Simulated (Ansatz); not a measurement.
**Is SnMoPt in the AlB2 type a stable metal?**

The plan: relax SnMoPt in the AlB2 type, check its phonons, and, if the lattice is stable, compute its Eliashberg function and ρ(T).

Main program and level: Ansatz 0.2.0; DFT PBEsol, scalar-relativistic, plane waves, PAW; PAW set soft_1.

The structure was built from a prototype and need not be the compound's stable phase.

### 1. Starting point

Symmetry: P-6m2, No. 187, hexagonal system. Conventional cell: a = 3.988 Å, b = 3.988 Å, c = 4.188 Å, α = 90.00°, β = 90.00°, γ = 120.00°. Nearest to Mo lie 6 Pt at 3.11 Å and 6 Sn at 3.11 Å. Nearest to Sn lie 3 Pt at 2.30 Å and 6 Mo at 3.11 Å. Nearest to Pt lie 3 Sn at 2.30 Å and 6 Mo at 3.11 Å. Farther neighbours are not listed.

As a file:

```cif
data_structure
_symmetry_space_group_name_H-M 'P 1'
_symmetry_Int_Tables_number 1
_cell_length_a 3.9883
_cell_length_b 3.9883
_cell_length_c 4.1877
_cell_angle_alpha 90.000
_cell_angle_beta 90.000
_cell_angle_gamma 120.000
_cell_volume 57.69
loop_
_atom_site_label
_atom_site_type_symbol
_atom_site_fract_x
_atom_site_fract_y
_atom_site_fract_z
_atom_site_occupancy
Mo1 Mo 0.00000 0.00000 0.00000 1
Sn2 Sn 0.33333 0.66667 0.50000 1
Pt3 Pt 0.66667 0.33333 0.50000 1
```

### 2. Rough relaxation

Large forces or a large pressure at the start call for a first relaxation with loose thresholds.

Input file input.yaml:

```yaml
crystal:
  lattice:
    - [3.98828, 0.0, 0.0]
    - [-1.99414, 3.45395, 0.0]
    - [0.0, 0.0, 4.1877]
  atoms:
    - { symbol: Mo, position: [0.0, 0.0, 0.0] }
    - { symbol: Sn, position: [0.33333333, 0.66666667, 0.5] }
    - { symbol: Pt, position: [0.66666667, 0.33333333, 0.5] }
kpoints:
  mp_grid: { grid: [6, 6, 6] }
hamiltonian:
  xc: pbesol
  pseudopotentials: { kind: paw, azcp: { folder: soft_1 }, xc_functional: pbe }
scf:
  occupations: { method: gaussian, width: 0.1 }
output:
  forces: true
  stress: true
  eigenvalues: true
relax:
  adjacent_minimum: "off"
  f_tol: 0.05
  max_steps: 80
  cell: { stress_tol: 0.5 }
```

Launch:

```sh
$ ansatz run input.yaml --threads 4 --pin off --max-ram 12288MiB --backend cpu --events-out ev --progress --plain --runs-dir out
```

Numbers of over 12 decimals in the logs are rounded to 6 here.

The program printed:

```text
The last accepted step is kept in <dir> (removed where the run ends without a failure and the disk answers)
Engine: ansatz 0.2.0, aarch64-unknown-linux-gnu
Pseudopotentials: kind: paw
Pseudopotential: Mo, paw, valence charge 14, recommended cutoff 420 eV (normal), soft_1/Mo.paw.azcp
Pseudopotential: Sn, paw, valence charge 14, recommended cutoff 420 eV (normal), soft_1/Sn.paw.azcp
Pseudopotential: Pt, paw, valence charge 18, recommended cutoff 420 eV (normal), soft_1/Pt.paw.azcp
Functional definition: PBEsol
  exchange = pbesol_x
  correlation = pbesol_c
Crystal: 3 atoms, lattice volume = 57.687 Å³
Basis set: ecut = 420 eV, 1129 PW (Γ), exchange–correlation on 54×54×60 points (8 copies of the dense FFT grid, shifted against one another)
Bands: 28, of which v1, the nominal top of the filled ones, is band 23 counted from 1 (22 counted from 0)
Symmetry: 12 space group operations
Space group: P-6m2 (ITA 187), of the structure as read, at distance tolerance 3.9e-5 Å
k-points: 28 of 216 (time reversal used)
Non-local potential: Mo, projectors of the file, l = 0: 3, l = 1: 2, l = 2: 2, l = 3: 1
Non-local potential: Sn, projectors of the file, l = 0: 2, l = 1: 2, l = 2: 2, l = 3: 1
Non-local potential: Pt, projectors of the file, l = 0: 3, l = 1: 2, l = 2: 2, l = 3: 1
PAW form: soft (Blöchl's): semilocal exchange-correlation on the pseudo side does not see the compensation charge
PAW frozen core: Mo, regenerated for the run's functional, and the local potential with it (the file was generated under x = pbe(κ = 0.804, μ = 0.219515), c = pbe(β = 0.066725))
PAW frozen core: Sn, regenerated for the run's functional, and the local potential with it (the file was generated under x = pbe(κ = 0.804, μ = 0.219515), c = pbe(β = 0.066725))
PAW frozen core: Pt, regenerated for the run's functional, and the local potential with it (the file was generated under x = pbe(κ = 0.804, μ = 0.219515), c = pbe(β = 0.066725))
PAW one-centre angular grid: Mo, 590 points (default); XC on 64 Gauss nodes
PAW one-centre angular grid: Sn, 590 points (default); XC on 64 Gauss nodes
PAW one-centre angular grid: Pt, 590 points (default); XC on 64 Gauss nodes
Initial density: superposition of atomic densities (chi_scale 0.1, normalization cell, long waves kept (reshape's long-wave potential 0.00 eV rms))
Initial wavefunctions: pseudopotential atomic-orbital guess
Functional: x = pbesol(κ = 0.804, μ = 0.123457), c = pbesol(β = 0.046)
SCF iter   1: F=—  HF=-23231.607459 eV  |F-HF|=—  |Δ(HF+E_count)|=         —  Δρ=9.78e-2  dr2=8.65e0  ethr=3.10e-3  ⟨swp⟩=5.9  Hψ=3291  notcnv=0
preconditioner: auto → Kerker (q_TF=auto, 2.627 Å⁻¹)  [metal: Δε(μ)=0.031 eV  Ē_g=12.909 eV  σ=0.100 eV  W_gap=0.17  n_scr=20 (ndim 8)  ℏωp=26.8 eV  f_vac=0.000  D(μ)=0.52/eV (n_scr^D=0)]
SCF iter   2: F=—  HF=-23230.052570 eV  |F-HF|=—  |Δ(HF+E_count)|=    1.55e0  Δρ=5.07e-2  dr2=2.57e0  ethr=3.10e-3  ⟨swp⟩=2.0  Hψ=1353  notcnv=0  defer=7
SCF iter   3: F=—  HF=-23229.526506 eV  |F-HF|=—  |Δ(HF+E_count)|=   5.26e-1  Δρ=7.15e-3  dr2=2.05e-2  ethr=3.10e-3  ⟨swp⟩=2.0  Hψ=1166  notcnv=0  defer=7
SCF iter   4: F=—  HF=-23229.526059 eV  |F-HF|=—  |Δ(HF+E_count)|=   4.46e-4  Δρ=1.76e-3  dr2=2.82e-3  ethr=4.46e-5  ⟨swp⟩=2.5  Hψ=1559  notcnv=0
SCF iter   5: F=—  HF=-23229.525766 eV  |F-HF|=—  |Δ(HF+E_count)|=   2.93e-4  Δρ=4.60e-4  dr2=1.60e-4  ethr=6.13e-6  ⟨swp⟩=1.4  Hψ=815  notcnv=0
SCF iter   6: F=—  HF=-23229.525767 eV  |F-HF|=—  |Δ(HF+E_count)|=   1.30e-6  Δρ=1.39e-4  dr2=1.32e-5  ethr=3.48e-7  ⟨swp⟩=2.2  Hψ=1195  notcnv=0
SCF iter   7: F=—  HF=-23229.525758 eV  |F-HF|=—  |Δ(HF+E_count)|=   8.95e-6  Δρ=3.99e-5  dr2=1.35e-6  ethr=2.87e-8  ⟨swp⟩=2.0  Hψ=1174  notcnv=0
SCF iter   8: F=—  HF=-23229.525758 eV  |F-HF|=—  |Δ(HF+E_count)|=   2.38e-7  Δρ=1.08e-5  dr2=1.02e-7  ethr=2.93e-9  ⟨swp⟩=2.6  Hψ=1170  notcnv=0
SCF iter   9: F=-23229.525758 eV  HF=-23229.525758 eV  |F-HF|=2.94e-9  |Δ(HF+E_count)|=   2.57e-8  Δρ=2.58e-6  dr2=5.02e-9  ethr=2.17e-10  ⟨swp⟩=5.4  Hψ=2958  notcnv=0
SCF 1 converged in 9 iterations: F = -23229.525758 eV  dr2 = 5.02e-9
  greatest PAW one-centre occupation: 1.000 electrons in one spin orbital (limit 2), on the Pt atom at site 2 (counted from 0), in its partial waves of l = 0
relax step   1: F+E_penalty+E_count = -23229.52575784 eV  Δ(F+E_penalty+E_count) = +0.000e0 eV  max|allowed force component| = 4.688e-16 eV/Å  Δτ_max = 0.0000 Å  P = +14.457 GPa  Ω = 57.687 Å³  (9 SCF iters, dr2 threshold 1.00e-7 eV, accepted)
Crystal: 3 atoms, lattice volume = 59.791 Å³
Basis set: ecut = 420 eV, 1147 PW (Γ), exchange–correlation on 54×54×60 points (8 copies of the dense FFT grid, shifted against one another)
Initial density: handed on by an earlier stage of this run
Initial wavefunctions: those handed on with the density
iter 1 solved again at ethr=5.27e-5 eV; its pass at ethr=3.10e-3 eV (dr2=2.42e-2 eV) is discarded
SCF iter   1: F=—  HF=-23230.539849 eV  |F-HF|=—  |Δ(HF+E_count)|=         —  Δρ=5.92e-3  dr2=2.40e-2  ethr=5.27e-5  ⟨swp⟩=1.0  Hψ=4455  notcnv=0
preconditioner: auto → Resta (q_TF=auto, 2.612 Å⁻¹)  ε∞=6.1  [insulator: Δε(μ)=0.126 eV  Ē_g=11.685 eV  σ=0.100 eV  W_gap=0.62  n_scr=20 (ndim 8)  ℏωp=26.3 eV  f_vac=0.000  D(μ)=0.93/eV (n_scr^D=2)  ε∞_Penn≈6.1]
SCF iter   2: F=—  HF=-23230.538875 eV  |F-HF|=—  |Δ(HF+E_count)|=   9.75e-4  Δρ=3.30e-3  dr2=7.24e-3  ethr=5.22e-5  ⟨swp⟩=1.0  Hψ=784  notcnv=0
SCF iter   3: F=—  HF=-23230.538360 eV  |F-HF|=—  |Δ(HF+E_count)|=   5.14e-4  Δρ=4.05e-4  dr2=1.20e-4  ethr=1.57e-5  ⟨swp⟩=1.8  Hψ=808  notcnv=0
SCF iter   4: F=—  HF=-23230.538370 eV  |F-HF|=—  |Δ(HF+E_count)|=   9.68e-6  Δρ=1.04e-4  dr2=4.82e-6  ethr=2.61e-7  ⟨swp⟩=2.1  Hψ=1092  notcnv=0
SCF iter   5: F=—  HF=-23230.538370 eV  |F-HF|=—  |Δ(HF+E_count)|=   2.59e-7  Δρ=2.59e-5  dr2=3.67e-7  ethr=1.05e-8  ⟨swp⟩=2.1  Hψ=1190  notcnv=0
SCF iter   6: F=-23230.538370 eV  HF=-23230.538370 eV  |F-HF|=6.22e-9  |Δ(HF+E_count)|=   1.41e-8  Δρ=4.87e-6  dr2=1.44e-8  ethr=6.52e-10  ⟨swp⟩=5.7  Hψ=2964  notcnv=0
SCF 2 converged in 6 iterations: F = -23230.538370 eV  dr2 = 1.44e-8
relax step   2: F+E_penalty+E_count = -23230.53837006 eV  Δ(F+E_penalty+E_count) = -1.013e0 eV  max|allowed force component| = 1.604e-16 eV/Å  Δτ_max = 0.0000 Å  P = -1.232 GPa  Ω = 59.791 Å³  energy of the carried Pulay correction = -4.881e-4 eV  (6 SCF iters, dr2 threshold 3.00e-7 eV, accepted)
Crystal: 3 atoms, lattice volume = 57.937 Å³
Basis set: ecut = 420 eV, 1159 PW (Γ), exchange–correlation on 54×54×60 points (8 copies of the dense FFT grid, shifted against one another)
[...]
relax step   4: F+E_penalty+E_count = -23231.42443841 eV  Δ(F+E_penalty+E_count) = -4.224e-1 eV  max|allowed force component| = 2.621e-16 eV/Å  Δτ_max = 0.0000 Å  P = -1.425 GPa  Ω = 56.087 Å³  energy of the carried Pulay correction = +2.158e-4 eV  (6 SCF iters, dr2 threshold 3.00e-7 eV, accepted)
relax step   5: F+E_penalty+E_count = -23231.80440380 eV  Δ(F+E_penalty+E_count) = -3.800e-1 eV  max|allowed force component| = 2.591e-16 eV/Å  Δτ_max = 0.0000 Å  P = -0.493 GPa  Ω = 54.132 Å³  energy of the carried Pulay correction = +6.114e-4 eV  (6 SCF iters, dr2 threshold 3.00e-7 eV, accepted)
relax step   6: F+E_penalty+E_count = -23232.15268345 eV  Δ(F+E_penalty+E_count) = -3.483e-1 eV  max|allowed force component| = 6.669e-17 eV/Å  Δτ_max = 0.0000 Å  P = +0.901 GPa  Ω = 52.282 Å³  energy of the carried Pulay correction = +9.979e-4 eV  (6 SCF iters, dr2 threshold 3.00e-7 eV, accepted)
relax step   7: F+E_penalty+E_count = -23232.39376267 eV  Δ(F+E_penalty+E_count) = -2.411e-1 eV  max|allowed force component| = 1.149e-16 eV/Å  Δτ_max = 0.0000 Å  P = +3.255 GPa  Ω = 50.610 Å³  energy of the carried Pulay correction = +1.355e-3 eV  (6 SCF iters, dr2 threshold 3.00e-7 eV, accepted)
relax step   8: F+E_penalty+E_count = -23232.41459122 eV  Δ(F+E_penalty+E_count) = -2.083e-2 eV  max|allowed force component| = 3.786e-16 eV/Å  Δτ_max = 0.0000 Å  P = -3.491 GPa  Ω = 51.923 Å³  energy of the carried Pulay correction = +1.024e-3 eV  (6 SCF iters, dr2 threshold 3.00e-7 eV, accepted)
relax step   9: F+E_penalty+E_count = -23232.42498708 eV  Δ(F+E_penalty+E_count) = -1.040e-2 eV  max|allowed force component| = 7.093e-17 eV/Å  Δτ_max = 0.0000 Å  P = +0.264 GPa  Ω = 50.986 Å³  energy of the carried Pulay correction = +1.248e-3 eV  (6 SCF iters, dr2 threshold 3.00e-7 eV, accepted)
relax step  10: F+E_penalty+E_count = -23232.43139725 eV  Δ(F+E_penalty+E_count) = -6.410e-3 eV  max|allowed force component| = 1.449e-16 eV/Å  Δτ_max = 0.0000 Å  P = +0.551 GPa  Ω = 50.986 Å³  stress off target by 6.66e-1 GPa  SCF on the basis re-selected at this cell (its energy is not comparable with the rows above)  (6 SCF iters)
relax step  11: F+E_penalty+E_count = -23232.43163885 eV  Δ(F+E_penalty+E_count) = -2.416e-4 eV  max|allowed force component| = 9.599e-17 eV/Å  Δτ_max = 0.0000 Å  P = +0.021 GPa  Ω = 51.110 Å³  energy of the carried Pulay correction = -2.526e-5 eV  (6 SCF iters, dr2 threshold 3.00e-7 eV, accepted)
iter 1 solved again at ethr=6.75e-8 eV; its pass at ethr=3.10e-3 eV (dr2=3.11e-5 eV) is discarded
SCF iter   1: F=—  HF=-23232.431658 eV  |F-HF|=—  |Δ(HF+E_count)|=         —  Δρ=3.85e-6  dr2=2.37e-9  ethr=6.75e-8  ⟨swp⟩=4.1  Hψ=5302  notcnv=0
eigensolver tolerance schedule: the retry pair's looser diagonalisation over-reported the residual by 13098.54 of it (diagonalisation noise at 0.40 of the residual, at the tolerance the schedule requests for it); recorded, not acted on — ethr = c·dr2/N_el stays at c = 1.0e-1
preconditioner: auto → none  [metal: Δε(μ)=0.004 eV  Ē_g=12.382 eV  σ=0.100 eV  W_gap=0.02  n_scr=8 (ndim 8)  ℏωp=28.4 eV  f_vac=0.000  D(μ)=5.93/eV (n_scr^D=70)]
SCF iter   2: F=—  HF=-23232.431661 eV  |F-HF|=—  |Δ(HF+E_count)|=   3.42e-6  Δρ=2.43e-6  dr2=1.72e-9  ethr=5.15e-12  ⟨swp⟩=3.2  Hψ=1937  notcnv=0
iter 3 did not close the SCF: its close was put off for the readings that it lacked (scf_convergence_deferred on its scf_iter line)
SCF iter   3: F=-23232.431661 eV  HF=-23232.431661 eV  |F-HF|=8.00e-11  |Δ(HF+E_count)|=  1.20e-10  Δρ=1.28e-6  dr2=2.60e-10  ethr=3.74e-12  ⟨swp⟩=1.2  Hψ=791  notcnv=0
iter 4 did not close the SCF: its close was put off for the readings that it lacked (scf_convergence_deferred on its scf_iter line)
SCF iter   4: F=-23232.431661 eV  HF=-23232.431661 eV  |F-HF|=2.91e-11  |Δ(HF+E_count)|=  4.73e-11  Δρ=2.67e-7  dr2=3.57e-11  ethr=1.00e-12  ⟨swp⟩=2.0  Hψ=942  notcnv=0
iter 5 did not close the SCF: its close was put off for the readings that it lacked (scf_convergence_deferred on its scf_iter line)
SCF iter   5: F=-23232.431661 eV  HF=-23232.431661 eV  |F-HF|=0.00e0  |Δ(HF+E_count)|=  1.46e-11  Δρ=1.07e-7  dr2=5.73e-12  ethr=1.00e-12  ⟨swp⟩=1.0  Hψ=784  notcnv=0
iter 6 did not close the SCF: its close was put off for the readings that it lacked (scf_convergence_deferred on its scf_iter line)
SCF iter   6: F=-23232.431661 eV  HF=-23232.431661 eV  |F-HF|=7.28e-12  |Δ(HF+E_count)|=    0.00e0  Δρ=1.43e-8  dr2=1.17e-13  ethr=1.00e-12  ⟨swp⟩=1.0  Hψ=784  notcnv=0
SCF iter   7: F=-23232.431661 eV  HF=-23232.431661 eV  |F-HF|=0.00e0  |Δ(HF+E_count)|=    0.00e0  Δρ=4.35e-9  dr2=9.90e-15  ethr=1.00e-12  ⟨swp⟩=1.5  Hψ=1697  notcnv=0
SCF 12 converged in 7 iterations: F = -23232.431661 eV  dr2 = 9.90e-15
relax step  12: F+E_penalty+E_count = -23232.43166122 eV  Δ(F+E_penalty+E_count) = -2.237e-5 eV  max|allowed force component| = 7.363e-17 eV/Å  Δτ_max = 0.0000 Å  P = +0.021 GPa  Ω = 51.110 Å³  stress off target by 3.51e-2 GPa  SCF on the basis re-selected at this cell (its energy is not comparable with the rows above)  (7 SCF iters)
basis re-selected at this cell: Δ(F+E_penalty+E_count) = -2.237e-5 eV, ΔP = -0.000 GPa vs the last step (what re-selecting the basis moved, of the pressure what is left beyond the Pulay correction that the steps carried, after the strain that the cell walked since its last selection, with what the two solves' SCF thresholds leave and, on support functions, any second-order correction that the steps lacked; it is no m [...]
SCF converged after 7 iterations
Free energy (F): -23232.431661 eV
Harris-Foulkes:  -23232.431661 eV  (|F-HF|=0.00e0)
Internal energy: -23232.402005 eV  (E = F + TS)
E sigma→0 (E₀):  -23232.416833 eV
Entropy (-TS):   -0.029657 eV (-9.886 meV/atom)
Fermi energy:    19.565013 eV
--- Per-component energies (eV) ---
  E_band       = -243.754542
  E_kinetic    = 1190.132386
  E_local      = -3192.295798  (includes V_loc(G=0)·N_el)
  E_nonlocal   = 506.510031
  E_hartree    = 1315.479068
  E_xc         = -531.690652
  E_vxc        = -571.682096  (∫ρ·V_xc dr)
  E_paw        = -16798.311099  (= ΣΔE_a)
  E_vpaw       = -807.378657  (= ΣTr[D̂ρ^β])
  E_aug_tail   = 0.001460  (compensation charges beyond the density's cutoff)
  E_ewald      = -5723.008572
  E_core_change = 0.781171  (= ΣΔE_core)
  E_smearing   = -0.029657  (= −TS)
  E_closure    = 0.000000  (closes the sum)
  Σ components = -23232.431661   (vs F -23232.431661, Δ=0.00e0)
--- Forces (eV/Å), atoms counted from 1 ---
  atom   1  Mo    -0.00000000    -0.00000000     0.00000000
  atom   2  Sn     0.00000000    -0.00000000     0.00000000
  atom   3  Pt     0.00000000     0.00000000     0.00000000
  max |Σ_I F_I| component: 1.12e-16 eV/Å
--- Stress (GPa, compression-positive) ---
        0.035068       0.000000      -0.000000
        0.000000       0.035068      -0.000000
        0.000000      -0.000000      -0.006529
  P = ⅓ Tr σ = 0.0212 GPa (0.212 kbar)
--- Band table (eV; the first three rows and the last of 28) ---
  k-point 0: bands = [... 19 lower, 17.0110, 17.0603, 17.0603, 20.4239, 20.6216, 20.6216, 23.5474, 23.5474, ... 1 higher]
  k-point 1: bands = [... 19 lower, 17.5480, 17.9041, 17.9041, 20.0261, 20.0261, 20.6314, 23.0438, 24.6224, ... 1 higher]
  k-point 2: bands = [... 19 lower, 18.6830, 18.6830, 18.9265, 19.6756, 19.6756, 21.2698, 21.6070, 23.8365, ... 1 higher]
  k-point 27: bands = [... 19 lower, 16.6847, 18.0930, 18.1170, 19.1156, 20.9253, 21.0691, 21.4718, 21.5191, ... 1 higher]
--- Relaxed structure (10 steps of the walk, 10 accepted, 2 SCFs on fresh bases) ---
  F+E_penalty+E_count = -23232.43166122 eV   max|allowed force component| = 7.363e-17 eV/Å   (the final SCF, on the basis selected at the relaxed cell)
  cell:  # Å, volume = 51.1103 Å³
    - [4.507003, 0, 1.2999541501722969e-17]
    - [-2.253501, 3.903179, -6.499770750861485e-18]
    - [1.3649541684971056e-17, 0, 2.905374]
  atoms:
    - { symbol: Mo, position: [0, 0, 0] }
    - { symbol: Sn, position: [0.333333, 0.666667, 0.5] }
    - { symbol: Pt, position: [0.666667, 0.333333, 0.5] }
```

Run time: 13 s. Hardware: 4 threads of Arm Neoverse V2, shared host; peak memory 0.41 GiB; 46 s of CPU time.

Relaxation path:

| step | energy less that of the first step (eV) | largest force component (eV/Å) | pressure (GPa) | volume (Å³) |
| --- | --- | --- | --- | --- |
| 1 | 0.0000 | 0.0000 | 14.46 | 57.69 |
| 2 | -1.0126 | 0.0000 | -1.23 | 59.79 |
| 3 | -1.4763 | 0.0000 | -1.48 | 57.94 |
| 4 | -1.8987 | 0.0000 | -1.42 | 56.09 |
| 5 | -2.2786 | 0.0000 | -0.49 | 54.13 |
| 6 | -2.6269 | 0.0000 | 0.90 | 52.28 |
| 7 | -2.8680 | 0.0000 | 3.26 | 50.61 |
| 8 | -2.8888 | 0.0000 | -3.49 | 51.92 |
| 9 | -2.8992 | 0.0000 | 0.26 | 50.99 |
| 10* | -2.9056 | 0.0000 | 0.55 | 50.99 |
| 11 | -2.9059 | 0.0000 | 0.02 | 51.11 |
| 12* | -2.9059 | 0.0000 | 0.02 | 51.11 |

Relaxation steps marked * repeat the geometry before them on a plane-wave basis chosen anew for their cell, so energy and pressure can jump there.

The run keeps the 12 symmetry operations that it works with, so distortions that break them were not tested.

| cell as run | before | after | change |
| --- | --- | --- | --- |
| a (Å) | 3.988 | 4.507 | +13.0 % |
| b (Å) | 3.988 | 4.507 | +13.0 % |
| c (Å) | 4.188 | 2.905 | -30.6 % |
| volume (Å³/atom) | 19.23 | 17.04 | -11.4 % |

The relaxed structure:

```
Mo Sn Pt
1.0
     4.50700    0.00000    0.00000
    -2.25350    3.90318    0.00000
     0.00000    0.00000    2.90537
Mo Sn Pt
1 1 1
Direct
  0.00000 0.00000 0.00000
  0.33333 0.66667 0.50000
  0.66667 0.33333 0.50000
```

This step gave:

```
pressure          : 0.02120 GPa
volume per atom   : 17.04 Å³/atom
metallic on mesh  : yes
gap on the k-mesh : 0 eV
```

The largest force is now zero by symmetry and the largest stress component 0.035 GPa.

### 3. Relaxation

The structure is brought to rest under this functional.

input.yaml, the sections that differ from step 2:

```yaml
crystal:
  lattice:
    - [4.5070027777, 0.0, 0.0]
    - [-2.2535013889, 3.9031789004, 0.0]
    - [0.0, 0.0, 2.9053742215]
  atoms:
    - { symbol: Mo, position: [0.0, 0.0, 0.0] }
    - { symbol: Sn, position: [0.3333333333, 0.6666666667, 0.5] }
    - { symbol: Pt, position: [0.6666666667, 0.3333333333, 0.5] }
kpoints:
  mp_grid: { grid: [9, 9, 10] }
relax:
  adjacent_minimum: "off"
  f_tol: 0.005
  max_steps: 80
  cell: { stress_tol: 0.05 }
# hamiltonian, scf, output: as in step 2
```

The program printed:

```text
[the first part of the log is left out]
  E_paw        = -16798.287900  (= ΣΔE_a)
  E_vpaw       = -807.344332  (= ΣTr[D̂ρ^β])
  E_aug_tail   = 0.001442  (compensation charges beyond the density's cutoff)
  E_ewald      = -5726.196641
  E_core_change = 0.781171  (= ΣΔE_core)
  E_smearing   = -0.024771  (= −TS)
  E_closure    = 0.000000  (closes the sum)
  Σ components = -23232.446929   (vs F -23232.446929, Δ=0.00e0)
[...]
--- Stress (GPa, compression-positive) ---
       -0.000617       0.000000      -0.000000
        0.000000      -0.000617      -0.000000
       -0.000000      -0.000000       0.000009
  P = ⅓ Tr σ = -0.0004 GPa (-0.004 kbar)
--- Band table (eV; the first three rows and the last of 72) ---
[...]
--- Relaxed structure (5 steps of the walk, 5 accepted, 1 SCFs on fresh bases) ---
[...]
cell:  # Å, volume = 51.0491 Å³
    - [4.514867, 2.8917918842984876e-11, 2.4430555063449415e-19]
    - [-2.257434, 3.909990, -1.2215277531860187e-19]
    - [1.574880433835519e-19, 0, 2.891794]
  atoms:
    - { symbol: Mo, position: [0, 0, 0] }
    - { symbol: Sn, position: [0.333333, 0.666667, 0.500000] }
    - { symbol: Pt, position: [0.666667, 0.333333, 0.500000] }
```

Elapsed: 14 s, on 4 threads; peak memory 0.47 GiB.

Relaxation path:

| step | energy less that of the first step (eV) | largest force component (eV/Å) | pressure (GPa) | volume (Å³) |
| --- | --- | --- | --- | --- |
| 1 | 0.0000 | 0.0000 | -0.06 | 51.11 |
| 2 | -0.0003 | 0.0000 | 0.46 | 50.90 |
| 3 | -0.0007 | 0.0000 | -0.41 | 51.15 |
| 4 | -0.0009 | 0.0000 | 0.05 | 51.04 |
| 5 | -0.0009 | 0.0000 | 0.00 | 51.05 |
| 6 | -0.0009 | 0.0000 | 0.00 | 51.05 |

The log counts 1 steps on a newly chosen plane-wave basis, not all of them marked here; energy and pressure can jump at such steps.

| conventional cell, symmetrised | before | after | change |
| --- | --- | --- | --- |
| a (Å) | 4.507 | 4.515 | +0.2 % |
| b (Å) | 4.507 | 4.515 | +0.2 % |
| c (Å) | 2.905 | 2.892 | -0.5 % |
| volume (Å³/atom) | 17.04 | 17.02 | -0.1 % |

Final coordinates:

```xyz
3
Lattice="4.5149 0.0000 0.0000 -2.2574 3.9100 0.0000 0.0000 0.0000 2.8918" Properties=species:S:1:pos:R:3 pbc="T T T"
Mo    0.0000    0.0000    0.0000
Sn    0.0000    2.6067    1.4459
Pt    2.2574    1.3033    1.4459
```

This step gave:

| Quantity | Value |
| --- | --- |
| pressure | -4.08e-4 GPa |
| volume per atom | 17.02 Å³/atom |

The largest force is now zero by symmetry and the largest stress component 6.2e-4 GPa.

[end of part 1 of 3]

[Logs are printed without paths, hosts, clocks, repeated set-up lines and the standing remarks that a program may print on its own settings, such as how far it seeks lower states.]

[Hosts, paths, dates, database ids (printed as entryN), source tags and the programs' standing remarks are cut or masked in the printed files.]
